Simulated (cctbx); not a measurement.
# Symmetry from intensities

Cell: a = 3.9430 Å, b = 3.9540 Å, c = 6.2130 Å, α = 108.07°, β = 108.00°, γ = 90.69°. Expected content of the cell: Ta1 Gd1 Ge1 Cr1 Si1.

The data are simulated with cctbx, not measured: Cu Kα, λ = 1.54184 Å, to d = 0.83 Å, 50 % of the full sphere, strongest reflection 70000 counts, noise from counting, a 2 % proportional error and a noise floor of 4 counts (s.d.); no absorption, some extinction.

Tests on the unmerged data give:

```text
330 reflections to d = 0.830 A
centring   violations  <I/sigma> of those
    A        165 of   165     40.2
    B        169 of   169     39.9
    C        144 of   144     40.4
    I        157 of   159     39.5
    R        219 of   219     40.4
    F        239 of   239     40.1
Laue class    unique    Rint  (classes that these axes allow; Friedel mates merged)
P -1              238   0.085
space group    extra absences  I>4sigma  <I/sigma>
P 1                     0          0         -  acentric
P -1                    0          0         -  centric
Wilson B = 0.79 A^2   <|E^2-1|> = 0.759 (0.968 centric, 0.736 acentric)   E^2>4: 0.0 %
shell (A)         n   <I/sigma>
 5.58 - 1.65     30     32.2
 1.65 - 1.31     29     37.0
 1.31 - 1.15     29     29.6
 1.15 - 1.05     25     33.5
 1.05 - 0.97     38     32.1
 0.97 - 0.91     28     18.9
 0.91 - 0.87     39     27.7
 0.87 - 0.83     20     33.7
```

**Question.** What are the lattice type, the Laue class and the likely space group?

Every centring test has many violations, so the lattice is primitive.

Only P -1 fits these axes (Rint 0.085); a search for a hidden higher lattice was not made. It includes Bijvoet differences, since Friedel mates are merged.

2 settings pass the absence test. No glide or screw absences show, which leaves P 1 and P -1.

⟨|E²−1|⟩ = 0.759 leans to a non-centrosymmetric structure. The Wilson B of 0.79 Å² means U ≈ 0.0100 Å².

The true group is P1 (no. 1), Laue class -1, non-centrosymmetric. The tables only narrow the choice to the tied entries; cell content, site symmetry and trial solutions must settle it.

The model was made for the exercise: a known structure type with other elements put in, its volume estimated, not relaxed; displacement parameters are assumed.

[Logs are printed without paths, hosts, clocks, repeated set-up lines and the standing remarks that a program may print on its own settings, such as how far it seeks lower states.]
